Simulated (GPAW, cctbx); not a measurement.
# By hand: from a DFT structure factor to an extinction distance in Li2VAgCl6

Li2VAgCl6, Fm-3m (no. 225), a = 10.0667 Å, b = 10.0667 Å, c = 10.0667 Å, α = 90.00°, β = 90.00°, γ = 90.00°.

| atom | mult. | x | y | z |
| --- | --- | --- | --- | --- |
| Ag1 | 4 | 1/2 | 0 | 0 |
| V1 | 4 | 0 | 0 | 0 |
| Cl1 | 24 | 0 | 0 | 0.7637 |
| Li1 | 8 | 1/4 | 3/4 | 3/4 |

The cell comes from substitution in a known structure type and wasn't matched to any measured phase.

A DFT run (GPAW, PBE, 550 eV, 3×3×3 k-points, Fermi–Dirac width 0.05 eV, spin-polarised) gives the static X-ray structure factor of 022 as 147.679 e for the conventional cell; superposed free atoms give 150.133 e. **Problem.** Find the Fourier component V of the crystal potential and the two-beam extinction distance at 80 kV in both cases.

### 1. Geometry

The cell volume is Ω = 1020.13 Å³ and d(022) = 3.5591 Å, so g = 1/d = 0.2810 Å⁻¹.

### 2. The nuclei

Electrons feel nuclei as well as electrons, so the nuclear charges are summed with the same phases.

Phase sums Σ exp(2πi h·x), turned so that the total is real and positive: Ag +4.000, V +4.000, Cl -7.763, Li +8.000. Then F_Z = 47 × (+4.000) + 23 × (+4.000) + 17 × (-7.763) + 3 × (+8.000) = 172.03 e. The electron term has the same sign for this reflection.

### 3. Mott–Bethe

Poisson's equation, term by term, gives V = (e/4πε₀)(F_Z − F)/(πΩg²), with e/4πε₀ = 14.3996 V Å.

The prefactor is 14.3996 × 3.5591²/(π × 1020.13) = 0.05691 V per electron. Free atoms: (172.03 − 150.133) × 0.05691 = 1.246 V. Crystal: (172.03 − 147.679) × 0.05691 = 1.386 V. F changes by -1.63 % and V by +11.2 %: the same 2.45 e is measured against F_Z − F = 21.9 e in place of F = 150.1 e.

### 4. Extinction distance

In the two-beam case ξ = 1/(λU) with U = 2γm₀eV/h², that is ξ = 150.41 V Å²/(γλV).

At 80 kV, λ = 0.04176 Å and γ = 1.1566. Free atoms: ξ = 2499 Å. Crystal: ξ = 2248 Å. The thickness fringes go as sin²(πt/ξ), so the two patterns slip by a quarter of a period when t|1/ξ₁ − 1/ξ₀| = 1/4, at t ≈ 557 nm. Thermal motion, absorption and many-beam coupling, left out here, change a real pattern.

### 5. Answer

V(022) is 1.39 V against 1.25 V, and ξ is 2248 against 2499 Å. Limits: static atoms, two beams; a ferromagnetic start is the only order tried, and the real ground state may be antiferromagnetic or insulating; no Hubbard U on V.
